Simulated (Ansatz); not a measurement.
# (CdS)3(MgS)1 [001] superlattice, started as zinc blende: phonons and vibrational spectra, part 2 of 2

How does (CdS)3(MgS)1 [001] superlattice, started as zinc blende vibrate, and is this structure a minimum?

Ansatz 0.2.0; DFT PBEsol, scalar-relativistic, plane waves, PAW.

So far. Step 3 (Tight relaxation): The largest force component left is 0.25 meV/Å and the pressure is 0.000 GPa, within the tolerances set. The cell now holds 24.14 Å³/atom. The relaxed cell has a = 4.095, c = 11.515 Å (conventional setting).

The structure was built from a prototype and need not be the compound's stable phase.

### Step 4. Linear response at the zone centre

The zone centre is the only wavevector solved here; it holds the modes that light can see, as far as symmetry allows. The response to a homogeneous field gives the Born charges and the dielectric tensor, and its change with displacement the Raman tensors.

The input, input.yaml:

```yaml
crystal:
  lattice:
    - [2.8955206888, 2.8955206888, 0.0]
    - [-2.8955206888, 2.8955206888, 0.0]
    - [0.0, 0.0, 11.5151723785]
  atoms:
    - { symbol: Cd, position: [0.0, 0.0, -0.0050894246] }
    - { symbol: Cd, position: [0.5, 0.5, 0.25] }
    - { symbol: Cd, position: [0.0, 0.0, 0.5050894246] }
    - { symbol: Mg, position: [0.5, 0.5, 0.75] }
    - { symbol: S, position: [0.5, 1.0, 0.1225237055] }
    - { symbol: S, position: [0.0, 0.5, 0.3774762945] }
    - { symbol: S, position: [0.5, 1.0, 0.6329451458] }
    - { symbol: S, position: [0.0, 0.5, 0.8670548542] }
kpoints:
  mp_grid: { grid: [8, 8, 2] }
hamiltonian:
  xc: pbesol
scf:
  occupations: { method: fixed }
output:
  eigenvalues: true
phonons:
  method: dfpt
  dielectric: true
  rigid_motions: translations
  raman: true
```

Run with:

```sh
> ansatz run input.yaml --threads 8 --pin off --max-ram 14336MiB --backend cpu --events-out ev --progress --plain --runs-dir out
```

Numbers of over 12 decimals in the logs are rounded to 6 here.

Log:

```text
[...]
Crystal: 8 atoms, lattice volume = 193.087 Å³
Basis set: ecut = 420 eV, 3791 PW (Γ), exchange–correlation on 60×60×160 points (8 copies of the dense FFT grid, shifted against one another)
Bands: 57, of which v1, the nominal top of the filled ones, is band 47 counted from 1 (46 counted from 0)
Symmetry: 8 space group operations
k-points: 68 of 128 (irreducible under 1 space group operation, time reversal used)
[...]
SCF iter   1: F=—  HF=-30010.446623 eV  |F-HF|=—  |Δ(HF+E_count)|=         —  Δρ=4.91e-3  dr2=6.46e-2  ethr=1.77e-3  ⟨swp⟩=5.0  Hψ=11832  notcnv=0  defer=508
[...]
SCF iter  10: F=-30010.428645 eV  HF=-30010.428645 eV  |F-HF|=0.00e0  |Δ(HF+E_count)|=  9.46e-11  Δρ=1.11e-7  dr2=2.54e-11  ethr=1.00e-12  ⟨swp⟩=14.4  Hψ=23238  notcnv=0
SCF 1 converged in 10 iterations: F = -30010.428645 eV  dr2 = 2.54e-11
[...]
DFPT response loops at Γ: preconditioner auto → Resta (q_TF=auto, 2.420 Å⁻¹)  ε∞=6.4 (no band partly filled); β = 1.00, the filter's whole step (`scf.mixing.beta` (0.50) is not read by the response loops at its default; to damp them type it under 1.00, their step now; it binds the ground state too); Broyden in place of MSR1
── the response to a field inside a basis, on 10×10×4 k-points: an SCF that follows is theirs, and a resumed run solves both again ──
Bands: 48, of which v1, the nominal top of the filled ones, is band 47 counted from 1 (46 counted from 0)
k-points: 30
[...]
Eigensolver: Dense (30 Hₖ)
SCF iter   1: F=—  HF=-30010.175987 eV  |F-HF|=—  |Δ(HF+E_count)|=         —  Δρ=5.32e-4  dr2=1.82e-4  ethr=1.00e-1
[...]
SCF iter   7: F=-30010.176032 eV  HF=-30010.176032 eV  |F-HF|=6.55e-11  |Δ(HF+E_count)|=   3.44e-9  Δρ=2.08e-7  dr2=8.18e-11  ethr=2.33e-12
SCF 1 converged in 7 iterations: F = -30010.176032 eV  dr2 = 8.18e-11
[...]
WARN: field response: ε∞ stands inside a basis, on 10×10×4 points; the force constants stand on the 8×8×2 k-mesh, whose period is 9.63 times the interband length at k = (0.0000, 0.0000, 0.0000), direct gap 1.455 eV, under 14: take them and everything formed from them as unconverged, and compare with a denser kpoints.mp_grid
SCF converged after 10 iterations
Free energy (F): -30010.428645 eV
[...]
Internal energy: -30010.428645 eV  (E = F + TS)
E sigma→0 (E₀):  -30010.428645 eV
Fermi energy:    6.058733 eV
[...]
--- Band table (eV; the first three rows and the last of 68) ---
  k-point 0: bands = [... 43 lower, 5.2061, 5.9862, 6.0587, 6.0587, 7.5141, 9.4882, 9.8853, 9.9557, ... 6 higher]
  k-point 1: bands = [... 43 lower, 5.5531, 5.5531, 5.9015, 5.9015, 8.3841, 8.7967, 9.7819, 9.8455, ... 6 higher]
  k-point 2: bands = [... 43 lower, 5.2382, 5.4481, 5.8386, 6.0216, 8.1171, 9.7675, 9.9477, 10.1416, ... 6 higher]
  k-point 67: bands = [... 43 lower, 4.1250, 4.1444, 4.1444, 4.1718, 10.0649, 10.0649, 10.3386, 10.3386, ... 6 higher]
--- Phonons (Γ-DFPT): 10 representative perturbations + reference, on 68 of 128 k-points (Σ response iterations 35) ---
  k mesh reduced under 1 symmetry operation, with k and −k counted as one. Each operation leaves every solved perturbation unchanged. A smaller set is not considered because the run solves the response to a homogeneous field
  ASR residual: 8.724e-5 → 0.000e0 eV/Å²; symmetrization residual: 1.400e-5 eV/Å²
  ASR residual per site (eV/Å²): 1.22e-5 2.39e-5 1.22e-5 8.72e-5 4.76e-6 4.76e-6 1.00e-5 1.00e-5
  Γ frequencies (cm⁻¹): 0.00 0.00 0.00 47.42 47.42 50.21 50.21 83.97 83.97 99.29 121.01 191.26 239.93 239.93 254.11 254.11 256.50 268.44 268.44 281.10 291.21 337.19 337.19 353.30
  ε∞ (high-frequency dielectric tensor):
        5.703761     0.000000     0.000000
        0.000000     5.703761    -0.000000
        0.000000    -0.000000     5.600859
  ε⁰ (static dielectric tensor: ions relaxed, cell fixed):
        8.879534    -0.000000     0.000000
       -0.000000     8.879534     0.000000
        0.000000     0.000000     8.722724
  ε⁰ − ε∞ (ionic part):
        3.175773    -0.000000     0.000000
       -0.000000     3.175773     0.000000
        0.000000     0.000000     3.121865
  softest optical mode at Γ: 47.42 cm⁻¹; the repairs (sum rule, projections) moved no ω² at Γ by more than (2.18 cm⁻¹)²
  Born effective charges Z* (e; rows j = field, columns β = displacement):
    site 0:
         2.13909    0.01891   -0.00000
         0.01891    2.13909   -0.00000
         0.00000   -0.00000    2.03729
    site 1:
         2.14035    0.00000    0.00000
         0.00000    2.14035   -0.00000
        -0.00000   -0.00000    1.94942
    site 2:
         2.13909   -0.01891   -0.00000
        -0.01891    2.13909   -0.00000
        -0.00000   -0.00000    2.03729
    site 3:
         1.86758   -0.00000    0.00000
        -0.00000    1.86758   -0.00000
        -0.00000   -0.00000    2.21830
    site 4:
        -2.10094    0.00734    0.00000
         0.00734   -2.10094    0.00000
         0.00000    0.00000   -1.95510
    site 5:
        -2.10094   -0.00734   -0.00000
        -0.00734   -2.10094    0.00000
        -0.00000    0.00000   -1.95510
    site 6:
        -2.04211   -0.13019    0.00000
        -0.13019   -2.04211    0.00000
         0.00000    0.00000   -2.16605
    site 7:
        -2.04211    0.13019   -0.00000
         0.13019   -2.04211    0.00000
        -0.00000    0.00000   -2.16605
  Z* charge neutrality: 3.006e-2 e pre-enforcement
  solved inside a basis spanned on kpoints, on 10×10×4 k-points transformed towards the longest dipole: ε∞ is read to err by 3.1e-2, Z* by 2.9e-2 e (field_mesh: kpoints solves on kpoints); Z* is corrected for what the basis lacks
  Raman tensors (in the event stream and the table raman_tensors.tsv): an entry may err by 9.8e-1 Å², one of the second-order susceptibility by 6.0e0 pm/V (basis, points and sum rule); their sum over the sites missed zero by 1.105e-2 Å² ahead of its enforcement
  optical modes at Γ without the LO–TO term, one row a degenerate level:
      ω (cm⁻¹)  modes    IR ((D/Å)²/amu)  static Raman (Å⁴/amu)  depolarisation
         47.42      2             0.0001                 2.6173           0.750
         50.21      2             0.0009                 0.1050           0.750
         83.97      2             0.2128                18.7520           0.750
         99.29      1             0.0000                 3.5995           0.039
        121.01      1             0.0220                 0.2230           0.750
        191.26      1             2.0135                 4.6595           0.750
        239.93      2            25.2350                 5.7450           0.750
        254.11      2             0.0880                20.3984           0.750
        256.50      1            12.0895                 4.6691           0.750
        268.44      2             0.7293                 9.5990           0.750
        281.10      1             0.0000                11.1182           0.143
        291.21      1             0.0000                 0.9423           0.715
        337.19      2            10.7503                 1.8485           0.750
        353.30      1             5.2834                 1.8947           0.750
  optical modes at Γ + LO–TO along q̂ = [1.0000, 0.0000, 0.0000]:
      ω (cm⁻¹)  modes    IR ((D/Å)²/amu)  static Raman (Å⁴/amu)  depolarisation
         47.42      1             0.0000                 1.3087           0.750
         47.42      1             0.0000                 1.3258           0.750
         50.21      1             0.0005                 0.0525           0.750
         50.22      1             0.0002                 0.0645           0.750
         83.97      1             0.1064                 9.3760           0.750
         84.73      1             0.0418                 7.7415           0.750
         99.29      1             0.0000                 3.5995           0.039
        121.01      1             0.0220                 0.2230           0.750
        191.26      1             2.0135                 4.6595           0.750
        239.93      1            12.6175                 2.8725           0.750
        254.03      1             0.0090                 9.5418           0.750
        254.11      1             0.0440                10.1992           0.750
        256.50      1            12.0895                 4.6691           0.750
        266.26      1             0.7745                 3.8503           0.750
        268.44      1             0.3647                 4.7995           0.750
        279.96      1             6.2283                 3.8320           0.750
        281.10      1             0.0000                11.1182           0.143
        291.21      1             0.0000                 0.9423           0.715
        337.19      1             5.3751                 0.9242           0.750
        353.30      1             5.2834                 1.8947           0.750
        360.28      1            11.4545                19.2916           0.750
  optical modes at Γ + LO–TO along q̂ = [0.0000, 1.0000, 0.0000]:
      ω (cm⁻¹)  modes    IR ((D/Å)²/amu)  static Raman (Å⁴/amu)  depolarisation
         47.42      1             0.0000                 1.3087           0.750
         47.42      1             0.0000                 1.3258           0.750
         50.21      1             0.0005                 0.0525           0.750
         50.22      1             0.0002                 0.0645           0.750
         83.97      1             0.1064                 9.3760           0.750
[...]
optical modes at Γ + LO–TO along q̂ = [0.0000, 0.0000, 1.0000]:
      ω (cm⁻¹)  modes    IR ((D/Å)²/amu)  static Raman (Å⁴/amu)  depolarisation
[...]
83.97      2             0.2128                18.7520           0.750
         99.29      1             0.0000                 3.5995           0.039
        121.12      1             0.0072                 0.1003           0.750
        196.39      1             0.4896                 0.7284           0.750
        239.93      2            25.2350                 5.7450           0.750
        254.11      2             0.0880                20.3984           0.750
        268.44      2             0.7293                 9.5990           0.750
        281.10      1             0.0000                11.1182           0.143
        291.21      1             0.0000                 0.9423           0.715
        293.07      1             7.5049                 1.8940           0.750
        337.19      2            10.7503                 1.8485           0.750
        375.48      1            11.4067                 3.6015           0.750
```

It took 3.9 min on 8 threads of Intel Xeon 6975P-C (Granite Rapids), shared host; peak memory 3.2 GiB.

The column dr2 measures how far the density is from self-consistency, as an energy; F and HF (Harris–Foulkes) agree once it is small.

This step gave:

* sum-rule residual before enforcement: 8.72e-5 eV/Å²
* miss of the charge sum rule: 0.03006 e
* estimated error of the dielectric tensor: 0.03056
* estimated error of the Born charges: 0.02944 e
* point group: -42m
* highest optical mode at the zone centre (no LO-TO term): 353.3 cm⁻¹
* lowest optical zone-centre mode: 47.42 cm⁻¹
* mean high-frequency dielectric constant: 5.670
* largest Born charge (third of the trace): 2.105 e
* mean static dielectric constant: 8.827
* top of the zone-centre spectrum with the field: 375.5 cm⁻¹

Without the LO-TO term. Patterns of degenerate modes are one choice out of their space. Modes at Γ, with each element's share of the kinetic energy:

| mode | frequency (cm⁻¹) | symmetry | Cd % | Mg % | S % |
| --- | --- | --- | --- | --- | --- |
| 1 | 0.0 | acoustic | 69 | 5 | 26 |
| 2 | 0.0 | acoustic | 69 | 5 | 26 |
| 3 | 0.0 | acoustic | 69 | 5 | 26 |
| 4 | 47.4 | E | 85 | 0 | 15 |
| 5 | 47.4 | E | 85 | 0 | 15 |
| 6 | 50.2 | E | 85 | 1 | 14 |
| 7 | 50.2 | E | 85 | 1 | 14 |
| 8 | 84.0 | E | 15 | 39 | 46 |
| 9 | 84.0 | E | 15 | 39 | 46 |
| 10 | 99.3 | A1 | 85 | 0 | 15 |
| 11 | 121.0 | B2 | 78 | 6 | 17 |
| 12 | 191.3 | B2 | 38 | 22 | 40 |
| 13 | 239.9 | E | 19 | 1 | 80 |
| 14 | 239.9 | E | 19 | 1 | 80 |
| 15 | 254.1 | E | 15 | 0 | 85 |
| 16 | 254.1 | E | 15 | 0 | 85 |
| 17 | 256.5 | B2 | 14 | 11 | 75 |
| 18 | 268.4 | E | 13 | 0 | 87 |
| 19 | 268.4 | E | 13 | 0 | 87 |
| 20 | 281.1 | A1 | 4 | 0 | 96 |
| 21 | 291.2 | A1 | 11 | 0 | 89 |
| 22 | 337.2 | E | 0 | 53 | 47 |
| 23 | 337.2 | E | 0 | 53 | 47 |
| 24 | 353.3 | B2 | 1 | 57 | 42 |

Displacements in mode 5 (47.4 cm⁻¹), the largest set to 1:
```
Cd1 -0.99 -0.01  0.00
Cd2 -0.01  0.15  0.00
Cd3  1.00 -0.16  0.00
Mg4 -0.01  0.08  0.00
S5  -0.46 -0.32  0.00
S6   0.52 -0.39  0.00
S7   0.33  0.34  0.00
S8  -0.38  0.39  0.00
```

Displacements in mode 20 (281.1 cm⁻¹), the largest set to 1:
```
Cd1  0.00  0.00  0.12
Cd2  0.00  0.00  0.00
Cd3  0.00  0.00 -0.12
Mg4  0.00  0.00  0.00
S5   0.00  0.00  0.33
S6   0.00  0.00 -0.33
S7   0.00  0.00  1.00
S8   0.00  0.00 -1.00
```

Optical modes at the zone centre, without and with the macroscopic field of the longitudinal modes; each column is sorted by frequency, so a row need not hold one and the same mode. Modes with and without the field, by row:

| rank among optical modes | no field (cm⁻¹) | q along (1, 0, 0) (cm⁻¹) | q along (0, 0, 1) (cm⁻¹) |
| --- | --- | --- | --- |
| 1 | 47.4 | 47.4 | 47.4 |
| 2 | 47.4 | 47.4 | 47.4 |
| 3 | 50.2 | 50.2 | 50.2 |
| 4 | 50.2 | 50.2 | 50.2 |
| 5 | 84 | 84 | 84 |
| 6 | 84 | 84.7 | 84 |
| 7 | 99.3 | 99.3 | 99.3 |
| 8 | 121 | 121 | 121.1 |
| 9 | 191.3 | 191.3 | 196.4 |
| 10 | 239.9 | 239.9 | 239.9 |
| 11 | 239.9 | 254 | 239.9 |
| 12 | 254.1 | 254.1 | 254.1 |
| 13 | 254.1 | 256.5 | 254.1 |
| 14 | 256.5 | 266.3 | 268.4 |
| 15 | 268.4 | 268.4 | 268.4 |
| 16 | 268.4 | 280 | 281.1 |
| 17 | 281.1 | 281.1 | 291.2 |
| 18 | 291.2 | 291.2 | 293.1 |
| 19 | 337.2 | 337.2 | 337.2 |
| 20 | 337.2 | 353.3 | 337.2 |
| 21 | 353.3 | 360.3 | 375.5 |

Born charge (rows field, columns displacement) (e), principal values of the symmetric part by kind of site:

| atom | atoms with these values | low | middle | high | mean |
| --- | --- | --- | --- | --- | --- |
| Cd1 | 2 | 2.04 | 2.12 | 2.16 | 2.11 |
| Cd2 | 1 | 1.95 | 2.14 | 2.14 | 2.08 |
| Mg4 | 1 | 1.87 | 1.87 | 2.22 | 1.98 |
| S5 | 2 | -2.11 | -2.09 | -1.96 | -2.05 |
| S7 | 2 | -2.17 | -2.17 | -1.91 | -2.08 |

In full for Cd1:

```
2.14 0.02 0.00
0.02 2.14 0.00
0.00 0.00 2.04
```

High-frequency dielectric tensor:

```
5.70 0.00 0.00
0.00 5.70 0.00
0.00 0.00 5.60
```

Static dielectric tensor (ions relaxed, fixed cell):

```
8.88 0.00 0.00
0.00 8.88 0.00
0.00 0.00 8.72
```

Transverse modes. Infrared lines, with heights relative to the strongest:

| position (cm⁻¹) | label | relative intensity |
| --- | --- | --- |
| 47 | E | 0.0 |
| 50 | E | 0.0 |
| 84 | E | 0.8 |
| 99 | A1 | 0.0 |
| 121 | B2 | 0.1 |
| 191 | B2 | 8.0 |
| 240 | E | 100 |
| 254 | E | 0.3 |
| 256 | B2 | 48 |
| 268 | E | 2.9 |
| 281 | A1 | 0.0 |
| 291 | A1 | 0.0 |
| 337 | E | 43 |
| 353 | B2 | 21 |

Activity x (w_L - w)^4 (n + 1)/w, 532 nm, 300 K; the tensors are static ones, while 532 nm light lies above the computed direct gap, where resonance would change the heights; modes without the macroscopic field alone. Raman lines, with heights relative to the strongest:

| position (cm⁻¹) | label | relative intensity |
| --- | --- | --- |
| 47 | E | 41 |
| 50 | E | 1.5 |
| 84 | E | 100 |
| 99 | A1 | 14 |
| 121 | B2 | 0.6 |
| 191 | B2 | 5.9 |
| 240 | E | 5.0 |
| 254 | E | 16 |
| 256 | B2 | 3.7 |
| 268 | E | 7.0 |
| 281 | A1 | 7.6 |
| 291 | A1 | 0.6 |
| 337 | E | 1.0 |
| 353 | B2 | 0.9 |

Static second-order susceptibility (pm/V), twice the coefficient d of second-harmonic generation. Second order susceptibility, by row:

| field along | xx | yy | zz | yz | xz | xy |
| --- | --- | --- | --- | --- | --- | --- |
| x | 0 | 0 | 0 | 24.54 | 0 | 0 |
| y | 0 | 0 | 0 | 0 | 24.54 | 0 |
| z | 0 | 0 | 0 | 0 | 0 | 24.54 |

Before it was imposed, the acoustic sum rule was missed by 8.7e-5 eV/Å² and the charge sum rule by 0.030 e. The charge miss is large and points to the mesh or the basis. The lowest optical mode is real, 47.4 cm⁻¹.

The log warns of the k mesh: “the force constants stand on the 8×8×2 k-mesh, whose period is 9.63 times the interband length at k = (0.0000, 0.0000, 0.0000), direct gap 1.455 eV, under 14: take them and everything formed from them as unconverged”.

### Step 5. Isotope substitution, element Cd, natural mass 112.414 amu

An isotope changes the mass and not the force constants, so no new electronic calculation is needed; the shifts show which modes move this element.

The same force constants with the mass of Cd changed from 112.414 to 115.905 u (phonopy, no LO-TO term). Both lists are sorted by frequency; levels can cross, so a row need not hold one and the same mode. Modes under 3 cm⁻¹ are left out. Isotope shifts, by row:

| q | rank | natural mass (cm⁻¹) | changed mass (cm⁻¹) |
| --- | --- | --- | --- |
| 0 0 0 | 4 | 47.42 | 46.81 |
| 0 0 0 | 5 | 47.42 | 46.81 |
| 0 0 0 | 6 | 50.21 | 49.56 |
| 0 0 0 | 7 | 50.21 | 49.56 |
| 0 0 0 | 8 | 83.97 | 83.78 |
| 0 0 0 | 9 | 83.97 | 83.78 |
| 0 0 0 | 10 | 99.29 | 98 |
| 0 0 0 | 11 | 121 | 119.6 |
| 0 0 0 | 12 | 191.3 | 190.2 |
| 0 0 0 | 13 | 239.9 | 239.2 |
| 0 0 0 | 14 | 239.9 | 239.2 |
| 0 0 0 | 15 | 254.1 | 253.5 |
| 0 0 0 | 16 | 254.1 | 253.5 |
| 0 0 0 | 17 | 256.5 | 255.9 |
| 0 0 0 | 18 | 268.4 | 267.9 |
| 0 0 0 | 19 | 268.4 | 267.9 |
| 0 0 0 | 20 | 281.1 | 280.9 |
| 0 0 0 | 21 | 291.2 | 290.8 |
| 0 0 0 | 22 | 337.2 | 337.2 |
| 0 0 0 | 23 | 337.2 | 337.2 |
| 0 0 0 | 24 | 353.3 | 353.2 |

A mode of this element alone would shift by -1.52 %. The highest zone-centre frequency without the field goes from 353.3 to 353.2 cm⁻¹ (-0.0 %). The product of the frequency ratios over all optical modes at Γ is 0.899; the product rule, (m/m′)^(3k/2) (M′/M)^(3/2) with k = 3 such atoms and M the mass of the cell, gives 0.900.

### Step 6. Isotope substitution, element Mg, natural mass 24.305 amu

The same for Mg, from 24.30 to 25.98 u.

A mode of this element alone would shift by -3.28 %. The highest zone-centre frequency without the field goes from 353.3 to 346.9 cm⁻¹ (-1.8 %). The product of the frequency ratios over all optical modes at Γ is 0.909; the product rule, (m/m′)^(3k/2) (M′/M)^(3/2) with k = 1 such atoms and M the mass of the cell, gives 0.909.

### Step 7. Another isotope, element S, natural mass 32.06 amu

The same for S, from 32.06 to 33.97 u.

A mode of this element alone would shift by -2.85 %. The highest zone-centre frequency without the field goes from 353.3 to 349.2 cm⁻¹ (-1.2 %). The product of the frequency ratios over all optical modes at Γ is 0.724; the product rule, (m/m′)^(3k/2) (M′/M)^(3/2) with k = 4 such atoms and M the mass of the cell, gives 0.724.

### Step 8. Results

| Item | Value |
| --- | --- |
| space group after relaxation (within 0.01 Å) | P-4m2 |
| volume per atom | 24.1 Å³ |
| gap on the k-mesh | 1.46 eV |
| highest optical mode at the zone centre (no LO-TO term) | 353 cm⁻¹ |
| top of the zone-centre spectrum with the field | 375 cm⁻¹ |
| lowest optical zone-centre mode | 47.4 cm⁻¹ |
| mean high-frequency dielectric constant | 5.67 |
| mean static dielectric constant | 8.83 |
| largest Born charge (third of the trace) | 2.11 e |
| imaginary modes at Γ (the only wavevector solved) | none |

What this shows: The structure is stable against zone-centre distortions, since no mode there is imaginary; runs at other wavevectors are not part of this account. Without the field, the optical modes at Γ span 47 to 353 cm⁻¹. The dispersion is not part of this account. With the macroscopic field of the longitudinal modes the top of the zone-centre spectrum lies at 375 cm⁻¹, against 353 cm⁻¹ without it. Lattice motion raises the mean dielectric constant from 5.670 to 8.827. The strongest infrared line is at 240 cm⁻¹. Averaged over orientations, the strongest Raman line at 532 nm and 300 K is at 84 cm⁻¹, among the modes without the field; their longitudinal partners can be Raman active too. The tensors are the static, non-resonant ones, while 532 nm light (2.33 eV) lies above the computed gap. With the field response the log warns that the k mesh is coarse for the force constants too, so the frequencies may not be converged. The starting cell was built on a prototype and not taken from a measurement, so the phase need not exist. These are harmonic frequencies at zero temperature: anharmonic shifts, linewidths and thermal expansion are left out.

[Logs are printed without paths, hosts, clocks, repeated set-up lines and the standing remarks that a program may print on its own settings, such as how far it seeks lower states.]

[Hosts, paths, dates, database ids (printed as entryN), source tags and the programs' standing remarks are cut or masked in the printed files.]
